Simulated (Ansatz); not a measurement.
# How fast states decay through CdB2Se2O2, part 2 of 2

Aim: relax a made-up compound, CdB2Se2O2, and see how good a tunnel barrier it would be. It is built by putting B for Ga, O for S in the CdGa2Se2S2 structure of space group C2, with the volume rescaled by atomic radii. The parent structure comes from the Materials Project.

Ansatz 0.2.0; r2SCAN DFT, plane waves, PAW files (the session's first sound run).

So far, decay constant at the filling level, zone centre (Å⁻¹): step 4 (decaying states in the gap, plane (001)) 0.0807; step 6 (plane (010)) 0.0713.

The structure was built from a prototype and need not be the compound's stable phase.

### 8. Complex bands at another level, cutoff 1306.15 eV

This step: r2SCAN DFT, plane waves, norm-conserving files; complex bands by layer matching along the plane's normal (Ansatz 0.2.0).

The complex bands at that level, over its own gap, at (0, 0) and (-0.5, -0.5).

Input file input.yaml:

```yaml
crystal:
  lattice:
    - [5.40322141, 0.0, 0.0]
    - [-0.502213875, 5.379831115, 0.0]
    - [-1.707580734, -1.87440968, 3.554157259]
  atoms:
    - { symbol: Cd, position: [0.9322193676, 0.0677806324, 0.0] }
    - { symbol: B, position: [0.2916095154, 0.7083904846, 0.5] }
    - { symbol: B, position: [0.4703573757, 0.5296426243, 0.0] }
    - { symbol: Se, position: [0.4095600795, 0.119545669, 0.5585427775] }
    - { symbol: Se, position: [0.880454331, 0.5904399205, 0.4414572225] }
    - { symbol: O, position: [0.2881782338, 0.5223789031, 0.1578071801] }
    - { symbol: O, position: [0.4776210969, 0.7118217662, 0.8421928199] }
kpoints:
  mp_grid: { grid: [6, 6, 6] }
scf:
  occupations: { method: fixed }
hamiltonian:
  xc: r2scan
  pseudopotentials: { kind: nc }
output:
  eigenvalues: true
  transmission:
    leads: [[0, 0]]
    kpoints: [[0.0, 0.0], [-0.5, -0.5]]
    e_range: [-1.0, 1.27]
    de: 0.06
```

Command:

```
$ ansatz run input.yaml --threads 2 --pin off --max-ram 4096MiB --backend cpu --events-out ev --progress --plain --runs-dir out
```

The job ended after 6 min (2 threads of AMD EPYC 9R45, shared host; peak memory 3.3 GiB).

This step gave:

* level to which the leads are filled: 0.1368 eV from the Fermi level
* decay constant at the filling level, zone centre: 0.08512 Å⁻¹
* decay constant at the filling level, slowest listed point: 0.0851 Å⁻¹

K parallel (0, 0); values up to 1.5 1/Å, a degenerate pair printed once or twice; energies at which all values exceed this have no row. Table of Im kz of the slowest decaying states by energy, zero at the highest filled level on the SCF mesh:

```tsv
energy (eV)	decay 1 (Å⁻¹)	decay 2 (Å⁻¹)	decay 3 (Å⁻¹)	decay 4 (Å⁻¹)
-1.000	0.0776	0.279	0.525	0.719
-0.940	0.00276	0.0918	0.321	0.520
-0.820	0.111	0.204	0.366	0.514
-0.760	0.118	0.255	0.380	0.512
-0.640	0.128	0.329	0.400	0.509
-0.580	0.131	0.358	0.408	0.508
-0.460	0.0663	0.135	0.402	0.421
-0.400	0.0942	0.136	0.421	0.426
-0.280	0.130	0.134	0.435	0.452
-0.220	0.132	0.144	0.438	0.466
-0.100	0.124	0.166	0.445	0.489
-0.040	0.118	0.175	0.447	0.499
0.020	0.110	0.183	0.449	0.501
0.080	0.0990	0.191	0.451	0.500
0.140	0.0851	0.198	0.452	0.499
0.260	0.0291	0.210	0.455	0.498
0.320	0.215	0.455	0.497	0.546
0.440	0.225	0.455	0.497	0.556
0.500	0.229	0.455	0.496	0.561
0.620	0.237	0.453	0.497	0.569
0.680	0.240	0.451	0.497	0.572
0.800	0.247	0.447	0.500	0.578
0.860	0.249	0.444	0.501	0.580
0.980	0.254	0.437	0.506	0.583
1.040	0.256	0.432	0.509	0.584
1.160	0.260	0.422	0.516	0.585
1.220	0.262	0.417	0.521	0.584
```

K parallel (0, 0). Table of Re kz of states that move upwards by energy, zero at the highest filled level on the SCF mesh:

```tsv
energy (eV)	channel 1 (Å⁻¹)	channel 2 (Å⁻¹)
-1.000	0.488	0.765
-0.940	0.574	-
-0.820	0.683	-
-0.760	0.717	-
-0.700	0.746	-
-0.640	0.775	-
-0.520	0.862	-
-0.460	-	-
-0.400	-	-
-0.340	-	-
-0.220	-	-
-0.160	-	-
-0.100	-	-
0.020	-	-
0.080	-	-
0.140	-	-
0.200	-	-
0.320	0.0553	-
0.380	0.0864	-
0.440	0.112	-
0.560	0.156	-
0.620	0.176	-
0.680	0.196	-
0.740	0.216	-
0.860	0.255	-
0.920	0.275	-
0.980	0.294	-
1.040	0.313	-
1.160	0.350	-
1.220	0.368	-
```

K parallel (-0.5, -0.5); values up to 1.5 1/Å, a degenerate pair printed once or twice; energies at which all values exceed this have no row. Im kz of the slowest decaying states against energy, zero at the highest filled level on the SCF mesh:

```tsv
energy (eV)	decay 1 (Å⁻¹)	decay 2 (Å⁻¹)	decay 3 (Å⁻¹)	decay 4 (Å⁻¹)
-1.000	0.0519	0.258	0.417	0.897
-0.940	0.0924	0.274	0.410	0.893
-0.820	0.134	0.310	0.387	0.886
-0.760	0.149	0.332	0.374	0.883
-0.640	0.170	0.367	0.376	0.876
-0.580	0.178	0.376	0.395	0.872
-0.460	0.189	0.398	0.424	0.865
-0.400	0.194	0.409	0.436	0.861
-0.280	0.199	0.429	0.457	0.853
-0.220	0.200	0.438	0.466	0.849
-0.100	0.199	0.456	0.482	0.841
-0.040	0.198	0.464	0.489	0.837
0.020	0.0407	0.195	0.472	0.495
0.080	0.0797	0.192	0.479	0.501
0.140	0.103	0.187	0.487	0.507
0.260	0.136	0.176	0.500	0.517
0.320	0.148	0.168	0.507	0.522
0.440	0.149	0.168	0.520	0.531
0.500	0.137	0.176	0.526	0.534
0.620	0.107	0.191	0.538	0.541
0.680	0.0853	0.197	0.544	0.544
0.800	0.208	0.516	0.550	0.598
0.860	0.212	0.490	0.552	0.637
0.980	0.221	0.463	0.556	0.694
1.040	0.224	0.453	0.558	0.723
1.160	0.231	0.438	0.560	0.760
1.220	0.234	0.431	0.561	0.756
```

K parallel (-0.5, -0.5). Table of Re kz of states that move upwards, channel 1 by energy, zero at the highest filled level on the SCF mesh:

```tsv
energy (eV)	Re kz of states that move upwards, channel 1 (Å⁻¹)
-1.000	0.398
-0.940	0.453
-0.880	0.506
-0.820	0.564
-0.760	0.631
-0.700	0.705
-0.640	0.771
-0.580	0.824
-0.520	0.865
-0.460	-0.870
-0.400	-0.841
-0.340	-0.815
-0.280	-0.790
-0.220	-0.765
-0.160	-0.740
-0.100	-0.711
-0.040	-0.675
0.020	-
0.080	-
0.140	-
0.200	-
0.260	-
0.320	-
0.380	-
0.440	-
0.500	-
0.560	-
0.620	-
0.680	-
0.740	-
0.800	0.306
0.860	0.346
0.920	0.372
0.980	0.394
1.040	0.413
1.100	0.430
1.160	0.446
1.220	0.461
```

At the listed wavevectors the last open channel is at -0.04 eV and the next at +0.32 eV on the grid. At +0.14 eV, the grid energy nearest the filling level (the middle of the gap on the SCF mesh), the slowest state at the listed wavevectors decays with κ = 0.0851 Å⁻¹, its amplitude falling by e over 12 Å; the first such run, plane (001), gave 0.0807 Å⁻¹.

### 9. The same cell, other settings

This step: r2SCAN DFT, plane waves, PAW files; complex bands by layer matching along the plane's normal; changed: output.transmission.bias = [0.5], scf.max_iter = 75 (Ansatz 0.2.0).

This run repeats an earlier one, its twin (the complex run, plane (001)), with two settings changed (scf.max_iter, output.transmission.bias; files written aside). The setting was drawn as a possible misstep, on purpose. Where the input is shown as a difference, that is against the step before, not the twin.

Changes to input.yaml since step 8:

```diff
@@ -17,5 +17,5 @@
   occupations: { method: fixed }
+  max_iter: 75
 hamiltonian:
   xc: r2scan
-  pseudopotentials: { kind: nc }
 output:
@@ -25,3 +25,4 @@
     kpoints: [[0.0, 0.0], [-0.5, -0.5]]
-    e_range: [-1.0, 1.27]
+    e_range: [-1.0, 1.26]
     de: 0.06
+    bias: [0.5]
```

It took 0.02 s on 2 threads; peak memory 0.031 GiB.

The input was rejected at the start.

The program's message: “Error: YAML parse error: error: line 28 column 5: unknown field `bias`, expected one of leads, temperature, e_range, de, kmesh, mesh_tolerance, kpoints, reduced_basis”

The change that led to it: output.transmission.bias = [0.5].

### 10. A repeat with changed settings

This step: r2SCAN DFT, plane waves, PAW files; complex bands by layer matching along the plane's normal; changed: kpoints.mp_grid.grid = [4, 4, 4], basis.ecutwfc = "450 eV" (Ansatz 0.2.0).

This run repeats an earlier one, its twin (the complex run, plane (001)), with two settings changed (kpoints.mp_grid.grid, basis.ecutwfc; files written aside). It is meant to test whether the SCF mesh is converged and whether the cutoff is converged. Where the input is shown as a difference, that is against the step before, not the twin.

Changes to input.yaml since step 9:

```diff
@@ -14,6 +14,5 @@
 kpoints:
-  mp_grid: { grid: [6, 6, 6] }
+  mp_grid: { grid: [4, 4, 4] }
 scf:
   occupations: { method: fixed }
-  max_iter: 75
 hamiltonian:
@@ -27,2 +26,3 @@
     de: 0.06
-    bias: [0.5]
+basis:
+  ecutwfc: "450 eV"
```

Wall time 21 s (2 threads); peak memory 1 GiB.

This number moved little. The least decay constant is 0.0806 Å⁻¹ against 0.0807 Å⁻¹ in the twin: no change within 1 %, at 0.61 times the CPU time.

Side by side:

```tsv
quantity	this run	sound run	difference
free energy (eV)	-20677.91	-20677.92	0.00742
Fermi energy (eV)	8.9041	8.9038	3.5e-4
gap on the k-mesh (eV)	0.25947	0.25983	-3.6e-4
level to which the leads are filled (eV from the Fermi level)	0.12973	0.12992	-1.8e-4
decay constant at the filling level, zone centre (Å⁻¹)	0.08058	0.0807	-1.2e-4
decay constant at the filling level, slowest listed point (Å⁻¹)	0.0806	0.0807	-1.0e-4
```

### 11. What came out

| Item | Value |
| --- | --- |
| band gap | 0.260 eV |
| least decay constant at mid-gap, normal to (001) | 0.0807 Å⁻¹ |
| least decay constant at mid-gap, normal to (010) | 0.0713 Å⁻¹ |
| least decay constant on a mesh, normal to (001) | 0.0835 Å⁻¹ |
| least decay constant, norm-conserving files | 0.0851 Å⁻¹ |

What this shows: With r2SCAN, the slowest decay at the wavevectors tried is κ = 0.0713 Å⁻¹, normal to (010). Through such a film the transmission near mid-gap falls as exp(−2κd), a factor of ten every 16 Å. The directions tried decay at nearly the same rate. A free electron under a barrier of half the gap would need a mass of 0.15 mₑ to decay at this rate. With norm-conserving files the gap goes from 0.260 to 0.274 eV and the decay constant, over the first 2 listed wavevectors, from 0.0807 to 0.0851 Å⁻¹. The compound is made up by substitution; its stability against other phases and against distortions of the cell's symmetry was not tested. r2SCAN still narrows gaps, if less than LDA and GGA do, so real decay constants are likely larger.

[Logs are printed without paths, hosts, clocks, repeated set-up lines and the standing remarks that a program may print on its own settings, such as how far it seeks lower states.]

[Hosts, paths, dates, database ids (printed as entryN), source tags and the programs' standing remarks are cut or masked in the printed files.]
